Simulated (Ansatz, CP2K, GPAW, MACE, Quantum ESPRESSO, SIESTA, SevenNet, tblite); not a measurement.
# Running amorphous polyisobutylene (as short chains C10H22) at 400 K (64 atoms) with CP2K, part 2 of 3

How do the settings of CP2K change the result for amorphous polyisobutylene (as short chains C10H22) at 400 K (64 atoms)? A plane-wave run serves as the yardstick.

Program: CP2K 2026.2; the method stands at each step. Banners, paths, timers and routine set-up lines are dropped from the logs unmarked, and long logs keep their key lines alone; longer cuts are marked.

So far. Step 2 (PBE, DZVP-MOLOPT-SR, 450/50 Ry, OT CG): Forces lie 4.1 % from the reference's, at 9.4 times its CPU time (on 2 against 1 cores); the SCF took 66 steps, which the time reflects. Step 3 (GFN1-xTB, OT DIIS): Against the first run (4.1 %), the force difference from the reference is 13 %, at 0.0046 times the CPU time (on 1 against 2 cores) (8 SCF steps against 66); the model has changed, so this is no error of the program alone.

## 4. PBE, TZVP-UZH, 450/50 Ry, OT CG

Method: Kohn-Sham DFT, PBE, GTH-PBE pseudopotentials, Gaussian and plane waves, TZVP-MOLOPT (UZH set), orbital transformation.

Input file input.inp:

```
&GLOBAL
  PROJECT cell
  RUN_TYPE ENERGY_FORCE
  PRINT_LEVEL LOW
&END GLOBAL
&FORCE_EVAL
  METHOD QS
  STRESS_TENSOR ANALYTICAL
  &DFT
    BASIS_SET_FILE_NAME BASIS_MOLOPT_UZH
    POTENTIAL_FILE_NAME POTENTIAL_UZH
    &MGRID
      CUTOFF 450
      REL_CUTOFF 50
    &END MGRID
    &QS
      EPS_DEFAULT 1.0E-12
    &END QS
    &SCF
      SCF_GUESS ATOMIC
      EPS_SCF 1.0E-06
      MAX_SCF 30
      &OT
        MINIMIZER CG
        PRECONDITIONER FULL_ALL
        ENERGY_GAP 0.001
      &END OT
      &OUTER_SCF
        EPS_SCF 1.0E-06
        MAX_SCF 8
      &END OUTER_SCF
      &PRINT
        &RESTART OFF
        &END RESTART
      &END PRINT
    &END SCF
    &XC
      &XC_FUNCTIONAL PBE
      &END XC_FUNCTIONAL
    &END XC
    &PRINT
      &MULLIKEN ON
      &END MULLIKEN
      &HIRSHFELD ON
        SHAPE_FUNCTION DENSITY
      &END HIRSHFELD
      &MO_CUBES
        NHOMO 1
        NLUMO 4
        WRITE_CUBE F
      &END MO_CUBES
    &END PRINT
  &END DFT
  &SUBSYS
    &CELL
      A 8.31826 0.00000 0.00000
      B 0.00000 8.31826 0.00000
      C 0.00000 0.00000 8.31826
    &END CELL
    &COORD
[... 64 atom lines left out: the same atoms as in the first run ...]
    &END COORD
    &KIND C
      BASIS_SET TZVP-MOLOPT-PBE-GTH-q4
      POTENTIAL GTH-PBE-q4
    &END KIND
    &KIND H
      BASIS_SET TZVP-MOLOPT-PBE-GTH-q1
      POTENTIAL GTH-PBE-q1
    &END KIND
  &END SUBSYS
  &PRINT
    &FORCES ON
    &END FORCES
    &STRESS_TENSOR ON
    &END STRESS_TENSOR
  &END PRINT
&END FORCE_EVAL
```

Run with:

```sh
OMP_NUM_THREADS=1 mpirun -np 4 cp2k.psmp -i input.inp > output.txt
```

Numbers of over 12 decimals in the logs are rounded to 6 here.

Log:

```text
CP2K| version string:                                       CP2K version 2026.2
 CP2K| Input file name                                                 input.inp
 GLOBAL| Basis set file name                                    BASIS_MOLOPT_UZH
 GLOBAL| Potential file name                                       POTENTIAL_UZH
 GLOBAL| Run type                                                   ENERGY_FORCE
 GLOBAL| Total number of message passing processes                             4
 GLOBAL| Number of threads for this process                                    1
[... lines left out ...]
 Number of electrons:                                                        124
[... lines left out ...]
  Step     Update method      Time    Convergence         Total energy    Change
[... lines left out ...]
  Total energy:                                              -139.775201
[... lines left out ...]
  Step     Update method      Time    Convergence         Total energy    Change
[... lines left out ...]
  *** SCF run converged in     4 steps ***
[... lines left out ...]
  Total energy:                                              -139.775228
[... lines left out ...]
  outer SCF loop converged in   2 iterations or   66 steps
[... lines left out ...]
 Fermi Energy [eV] :   -2.358635
[... lines left out ...]
 WARNING : did not converge in ot_eigensolver
 number of iterations          299  exceeded maximum
 current gradient / target gradient   1.2133671875816673E-004  /    1.0000000000000001E-005
       0.13915187      0.16749591      0.18083447      0.19097421
 HOMO - LUMO gap [eV] :    6.145150
 ENERGY| Total FORCE_EVAL ( QS ) energy [hartree]           -139.775228
 FORCES| Atomic forces [hartree/bohr]
 FORCES|   Atom     x               y               z               |f|
 FORCES|      1 -2.66978436E-02  2.37885809E-02 -5.13743154E-02   6.25938632E-02
 FORCES|      2  8.68411259E-02  5.57495589E-03 -1.24942349E-02   8.79122698E-02
 FORCES|      3 -4.91493979E-02 -2.13025256E-02  5.45177909E-02   7.64306904E-02
[...]
FORCES|     63 -1.86928119E-02  1.65105853E-02 -1.21614238E-03   2.49699749E-02
 FORCES|     64  1.88322296E-02  3.41313993E-02  1.99048592E-02   4.37699522E-02
 FORCES| Sum    -3.52265314E-05 -5.94507129E-05  4.68411082E-05
 FORCES| Total atomic force                                       8.34828437E-05
 STRESS| Analytical stress tensor [bar]
 STRESS|                        x                   y                   z
 STRESS|      x        5.25829206401E+04  -8.59263644121E+02   1.11669117334E+04
 STRESS|      y       -8.59263644121E+02   4.62251122353E+04   1.33417897378E+04
 STRESS|      z        1.11669117334E+04   1.33417897378E+04   4.65789252412E+04
 STRESS| 1/3 Trace                                             4.84623193722E+04
```

The job ended after 94 s (4 MPI ranks of Arm Neoverse V1, shared host; peak memory 1.3 GiB).

The solver for the empty levels stopped short of its threshold, so the gap is rough; its iterations count in the time.

Compared with the plane-wave run:

```yaml
r_m_s_force_component: 1.479 eV/Å
r_m_s_difference_of_force_components: 30.91 meV/Å
longest_difference_of_force_vectors: 139 meV/Å
force_difference_over_r_m_s_force: 2.124 %
slope_of_forces_against_the_reference_s: 1.016
correlation_of_force_components: 0.9999
spacing_of_highest_filled_and_lowest_empty_level: 6.145 eV
gap_difference: 0.7632 eV
pressure: 4.846 GPa
pressure_difference: 0.5225 GPa
```

Against the first run (4.1 %), the force difference from the reference is 2.1 %, at 0.88 times the CPU time (on 4 against 2 cores), with 604 basis functions against 480; this set comes with other potentials too, so the change isn't the basis's alone.

The difference per atom is largest on C (0.077 eV/Å on average, against 0.026 on H).

## 5. PBE, DZVP-MOLOPT-SR, 450/20 Ry, OT CG

Method: Kohn-Sham DFT, PBE, GTH-PBE pseudopotentials, Gaussian and plane waves, DZVP-MOLOPT-SR-GTH, orbital transformation.

input.inp, as its differences from that of step 4:

```diff
@@ -9,7 +9,7 @@
   &DFT
-    BASIS_SET_FILE_NAME BASIS_MOLOPT_UZH
-    POTENTIAL_FILE_NAME POTENTIAL_UZH
+    BASIS_SET_FILE_NAME BASIS_MOLOPT
+    POTENTIAL_FILE_NAME GTH_POTENTIALS
     &MGRID
       CUTOFF 450
-      REL_CUTOFF 50
+      REL_CUTOFF 20
     &END MGRID
@@ -59,7 +59,8 @@
     &END CELL
-    &COORD
-[... 64 atom lines left out: the same atoms as in the first run ...]
-    &END COORD
+    &TOPOLOGY
+      COORD_FILE_NAME structure.xyz
+      COORD_FILE_FORMAT XYZ
+    &END TOPOLOGY
     &KIND C
-      BASIS_SET TZVP-MOLOPT-PBE-GTH-q4
+      BASIS_SET DZVP-MOLOPT-SR-GTH-q4
       POTENTIAL GTH-PBE-q4
@@ -67,3 +68,3 @@
     &KIND H
-      BASIS_SET TZVP-MOLOPT-PBE-GTH-q1
+      BASIS_SET DZVP-MOLOPT-SR-GTH-q1
       POTENTIAL GTH-PBE-q1
```

Input file structure.xyz:

```xyz
64

[... 64 atom lines left out: the same atoms as in the first run ...]
```

Run with:

```sh
OMP_NUM_THREADS=2 cp2k.psmp -i input.inp > output.txt
```

Log:

```text
CP2K| version string:                                       CP2K version 2026.2
 CP2K| Input file name                                                 input.inp
 GLOBAL| Basis set file name                                        BASIS_MOLOPT
 GLOBAL| Potential file name                                      GTH_POTENTIALS
 GLOBAL| Run type                                                   ENERGY_FORCE
 GLOBAL| Total number of message passing processes                             1
 GLOBAL| Number of threads for this process                                    2
[... lines left out ...]
 Number of electrons:                                                        124
[... lines left out ...]
  Step     Update method      Time    Convergence         Total energy    Change
[... lines left out ...]
  Total energy:                                              -139.793419
[... lines left out ...]
  Step     Update method      Time    Convergence         Total energy    Change
[... lines left out ...]
  *** SCF run converged in     4 steps ***
[... lines left out ...]
  Total energy:                                              -139.793437
[... lines left out ...]
  outer SCF loop converged in   2 iterations or   66 steps
[... lines left out ...]
 Fermi Energy [eV] :   -2.318165
  Using OT eigensolver for additional unoccupied orbitals spin            1
  Lowest Eigenvalues of the unoccupied subspace spin            1
 OT| Eigensolver reached convergence in 215 iterations
       0.17737921      0.19758724      0.20180210      0.21446762
 HOMO - LUMO gap [eV] :    7.144899
 ENERGY| Total FORCE_EVAL ( QS ) energy [hartree]           -139.793437
 FORCES| Atomic forces [hartree/bohr]
 FORCES|   Atom     x               y               z               |f|
 FORCES|      1 -2.86839877E-02  2.41797719E-02 -5.26316778E-02   6.46337840E-02
 FORCES|      2  8.99020335E-02  5.70189241E-03 -1.10363704E-02   9.07562046E-02
 FORCES|      3 -4.96409502E-02 -2.08677987E-02  5.36847693E-02   7.60377762E-02
[...]
FORCES|     63 -1.85375663E-02  1.62688341E-02 -1.37951092E-03   2.47026188E-02
 FORCES|     64  1.97601310E-02  3.60949823E-02  2.02665515E-02   4.58698554E-02
 FORCES| Sum     5.46403427E-04  1.70487671E-03 -7.97897151E-04
 FORCES| Total atomic force                                       1.96005132E-03
 STRESS| Analytical stress tensor [bar]
 STRESS|                        x                   y                   z
 STRESS|      x        4.97126507728E+04  -7.28358494104E+02   1.13566732999E+04
 STRESS|      y       -7.28358494104E+02   4.34124953912E+04   1.35925062888E+04
 STRESS|      z        1.13566732999E+04   1.35925062888E+04   4.53196448601E+04
 STRESS| 1/3 Trace                                             4.61482636747E+04
```

Elapsed: 2.8 min, on 2 threads; peak memory 0.67 GiB; 5.4 min of CPU time.

Compared with the plane-wave run:

```
r.m.s. force component                           : 1.498 eV/Å
r.m.s. difference of force components            : 59.62 meV/Å
longest difference of force vectors              : 302 meV/Å
force difference over r.m.s. force               : 4.098 %
slope of forces against the reference's          : 1.029
correlation of force components                  : 0.9996
gap (highest filled to lowest empty level) : 7.145 eV
gap difference                                   : 1.763 eV
pressure                                         : 4.615 GPa
pressure difference                              : 0.2911 GPa
energy less the same-level run's                 : -0.0104 meV/atom
r.m.s. force difference from the same-level run  : 6.677 meV/Å
```

This is a coarse setting, run to see what it loses.

Against the first run (4.1 %), the force difference from the reference is 4.1 %, at 0.76 times the CPU time: the change moves forces by 6.7 meV/Å r.m.s., so most of the difference comes from elsewhere.

## 6. PBEsol, PBE potentials, DZVP-MOLOPT-SR, 450/50 Ry, OT CG

Method: Kohn-Sham DFT, PBEsol, GTH-PBE pseudopotentials, Gaussian and plane waves, DZVP-MOLOPT-SR-GTH, orbital transformation.

input.inp, as its differences from that of step 5:

```diff
@@ -13,3 +13,3 @@
       CUTOFF 450
-      REL_CUTOFF 20
+      REL_CUTOFF 50
     &END MGRID
@@ -37,3 +37,6 @@
     &XC
-      &XC_FUNCTIONAL PBE
+      &XC_FUNCTIONAL
+        &PBE
+          PARAMETRIZATION PBESOL
+        &END PBE
       &END XC_FUNCTIONAL
```

structure.xyz is that of step 5.

Log:

```text
CP2K| version string:                                       CP2K version 2026.2
 CP2K| Input file name                                                 input.inp
 GLOBAL| Basis set file name                                        BASIS_MOLOPT
 GLOBAL| Potential file name                                      GTH_POTENTIALS
[... lines left out ...]
  Total energy:                                              -139.112631
[... lines left out ...]
  Step     Update method      Time    Convergence         Total energy    Change
[... lines left out ...]
  *** SCF run converged in     4 steps ***
[... lines left out ...]
  Total energy:                                              -139.112649
[... lines left out ...]
  outer SCF loop converged in   2 iterations or   66 steps
[... lines left out ...]
 Fermi Energy [eV] :   -2.252744
[... lines left out ...]
 OT| Eigensolver reached convergence in 191 iterations
[... lines left out ...]
 ENERGY| Total FORCE_EVAL ( QS ) energy [hartree]           -139.112649
[... lines left out ...]
 FORCES|      1 -3.01560727E-02  2.59905306E-02 -4.63685856E-02   6.11141729E-02
 FORCES|      2  8.49352165E-02  3.10682351E-03 -1.18767821E-02   8.58178379E-02
 FORCES|      3 -4.99598973E-02 -1.97512389E-02  5.39381655E-02   7.61277116E-02
[...]
FORCES|     63 -2.07834539E-02  1.90940755E-02 -1.88535343E-03   2.82858663E-02
 FORCES|     64  1.88330205E-02  3.40753053E-02  1.96112974E-02   4.35937160E-02
 FORCES| Sum     1.01764416E-04  2.23702700E-04 -6.83992268E-05
 FORCES| Total atomic force                                       2.55102623E-04
 STRESS| Analytical stress tensor [bar]
 STRESS|                        x                   y                   z
 STRESS|      x        4.89923160244E+04  -3.52758961093E+01   1.12917302425E+04
 STRESS|      y       -3.52758961093E+01   4.21537455558E+04   1.36863962802E+04
 STRESS|      z        1.12917302425E+04   1.36863962802E+04   4.40845494926E+04
 STRESS| 1/3 Trace                                             4.50768703576E+04
```

Elapsed: 3.6 min, on 2 threads; peak memory 0.67 GiB; 7 min of CPU time.

Against the reference:

| Quantity | Value |
| --- | --- |
| r.m.s. force component | 1.51 eV/Å |
| r.m.s. difference of force components | 105.7 meV/Å |
| longest difference of force vectors | 322.4 meV/Å |
| force difference over r.m.s. force | 7.266 % |
| slope of forces against the reference's | 1.036 |
| correlation of force components | 0.9981 |
| gap (highest filled to lowest empty level) | 7.091 eV |
| gap difference | 1.709 eV |
| pressure | 4.508 GPa |
| pressure difference | 0.184 GPa |

Against the first run (4.1 %), the force difference from the reference is 7.3 %, at 0.99 times the CPU time; the model has changed, so this is no error of the program alone.

## 7. PBE+D3(BJ), DZVP-MOLOPT-SR, 450/50 Ry, OT CG

Method: Kohn-Sham DFT, PBE+D3(BJ), GTH-PBE pseudopotentials, Gaussian and plane waves, DZVP-MOLOPT-SR-GTH, orbital transformation.

input.inp, as its differences from that of step 6:

```diff
@@ -37,7 +37,12 @@
     &XC
-      &XC_FUNCTIONAL
-        &PBE
-          PARAMETRIZATION PBESOL
-        &END PBE
+      &XC_FUNCTIONAL PBE
       &END XC_FUNCTIONAL
+      &VDW_POTENTIAL
+        POTENTIAL_TYPE PAIR_POTENTIAL
+        &PAIR_POTENTIAL
+          TYPE DFTD3(BJ)
+          PARAMETER_FILE_NAME dftd3.dat
+          REFERENCE_FUNCTIONAL PBE
+        &END PAIR_POTENTIAL
+      &END VDW_POTENTIAL
     &END XC
```

structure.xyz is that of step 6.

Log:

```text
CP2K| version string:                                       CP2K version 2026.2
 CP2K| Input file name                                                 input.inp
 GLOBAL| Basis set file name                                        BASIS_MOLOPT
 GLOBAL| Potential file name                                      GTH_POTENTIALS
[... lines left out ...]
  Total energy:                                              -139.906443
[... lines left out ...]
  Step     Update method      Time    Convergence         Total energy    Change
[... lines left out ...]
  *** SCF run converged in     4 steps ***
[... lines left out ...]
  Total energy:                                              -139.906460
[... lines left out ...]
  outer SCF loop converged in   2 iterations or   66 steps
[... lines left out ...]
 Fermi Energy [eV] :   -2.317716
[... lines left out ...]
 OT| Eigensolver reached convergence in 215 iterations
[... lines left out ...]
 ENERGY| Total FORCE_EVAL ( QS ) energy [hartree]           -139.906460
[... lines left out ...]
 FORCES|      1 -2.89735431E-02  2.42505283E-02 -5.26411314E-02   6.47969370E-02
 FORCES|      2  8.94462889E-02  5.75966498E-03 -1.10649388E-02   9.03119328E-02
 FORCES|      3 -4.97469157E-02 -2.05414748E-02  5.36706905E-02   7.60082286E-02
[...]
FORCES|     63 -1.84978609E-02  1.63700438E-02 -1.31966373E-03   2.47364247E-02
 FORCES|     64  1.97079238E-02  3.59278997E-02  2.02830989E-02   4.57233019E-02
 FORCES| Sum    -3.40748054E-05 -5.61569905E-05  5.09879069E-05
 FORCES| Total atomic force                                       8.31532717E-05
 STRESS| Analytical stress tensor [bar]
 STRESS|                        x                   y                   z
 STRESS|      x        4.14188704030E+04  -7.14525435115E+02   1.13295486253E+04
 STRESS|      y       -7.14525435115E+02   3.49345817580E+04   1.37061380110E+04
 STRESS|      z        1.13295486253E+04   1.37061380110E+04   3.74645942949E+04
 STRESS| 1/3 Trace                                             3.79393488186E+04
```

It took 3.6 min on 2 threads; peak memory 0.71 GiB.

Numbers from this run, and their distance from the reference:

```
r.m.s. force component                           : 1.497 eV/Å
r.m.s. difference of force components            : 58.2 meV/Å
longest difference of force vectors              : 279.8 meV/Å
force difference over r.m.s. force               : 4 %
slope of forces against the reference's          : 1.028
correlation of force components                  : 0.9996
gap (highest filled to lowest empty level) : 7.151 eV
gap difference                                   : 1.769 eV
pressure                                         : 3.794 GPa
pressure difference                              : -0.5298 GPa
```

Against the first run (4.1 %), the force difference from the reference is 4.0 %, at 0.99 times the CPU time; the model has changed, so this is no error of the program alone.

(Part 2 of 3 ends here.)

[Also dropped from logs without a mark: logging warnings of Python, and SIESTA's first energy breakdown and zero terms.]

[Logs are printed without paths, hosts, clocks, repeated set-up lines and the standing remarks that a program may print on its own settings, such as how far it seeks lower states.]

[Hosts, paths, dates, database ids (printed as entryN), source tags and the programs' standing remarks are cut or masked in the printed files.]
